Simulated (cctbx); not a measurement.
**Eu2Zn2Bi3 across an absorption edge**

Space group C2/m (no. 12), a = 17.1150 Å, b = 4.4080 Å, c = 12.6330 Å, α = 90.00°, β = 127.40°, γ = 90.00°.

```csv
atom,mult.,x,y,z,Ueq (Å²)
Bi1,4,0.1093,1/2,0.4589,0.0026
Bi2,4,0.8515,0,0.2050,0.0023
Bi3,4,0.4297,1/2,0.8834,0.0029
Eu1,4,0.1068,1/2,0.9521,0.0023
Eu2,4,0.7340,0,0.3316,0.0027
Zn1,4,0.0864,1/2,0.6485,0.0032
Zn2,4,0.9604,0,0.6843,0.0033
```

The model was made for the exercise: a known structure type with other elements put in, its volume estimated, not relaxed; displacement parameters are assumed.

Calculated with cctbx: free-atom f′ and f″ from the Sasaki tables, no fine structure; amplitudes in electrons.

| E (eV) | F 3 1 1 | F 1 1 2 | F 0 0 1 | F 1 1 1 |
| --- | --- | --- | --- | --- |
| 12819 | 503.7 | 707.1 | 13.3 | 532.7 |
| 13169 | 500.0 | 697.8 | 12.7 | 517.4 |
| 13299 | 496.7 | 690.3 | 12.3 | 505.1 |
| 13359 | 493.5 | 683.0 | 12.0 | 493.3 |
| 13389 | 490.1 | 675.7 | 11.7 | 481.5 |
| 13404 | 486.8 | 668.5 | 11.4 | 469.7 |
| 13411 | 483.9 | 662.0 | 11.2 | 459.3 |
| 13415 | 480.7 | 655.1 | 10.9 | 448.0 |
| 13423 | 481.2 | 656.5 | 11.2 | 451.0 |
| 13427 | 485.0 | 664.8 | 11.5 | 464.2 |
| 13434 | 488.3 | 671.8 | 11.8 | 475.5 |
| 13449 | 491.8 | 679.5 | 12.0 | 487.8 |
| 13479 | 495.3 | 687.1 | 12.3 | 499.9 |
| 13569 | 500.0 | 697.0 | 12.6 | 515.8 |
| 13819 | 505.0 | 707.2 | 12.9 | 532.1 |

**Question.** Which edge is crossed, and why do the reflections move as they do?

The L3 edge of Bi. The edge is at 13419 eV. f′ of Bi falls from -12.2 e at 13299 eV to -18.6 e at 4 eV below it, and f″ steps from 3.96 to 10.11 e across it. Over that approach |F| changes by -3 % (3 1 1), -5 % (1 1 2), -11 % (0 0 1) and -11 % (1 1 1): a reflection falls where Bi scatters in phase with the total and rises where it scatters against it; it hardly moves where the Bi term is small or cancels by symmetry. Above the edge the larger f″ enters the imaginary part, where it can add to or cancel the other atoms' f″. The structure is centrosymmetric, so Friedel mates stay equal.

[Logs are printed without paths, hosts, clocks, repeated set-up lines and the standing remarks that a program may print on its own settings, such as how far it seeks lower states.]
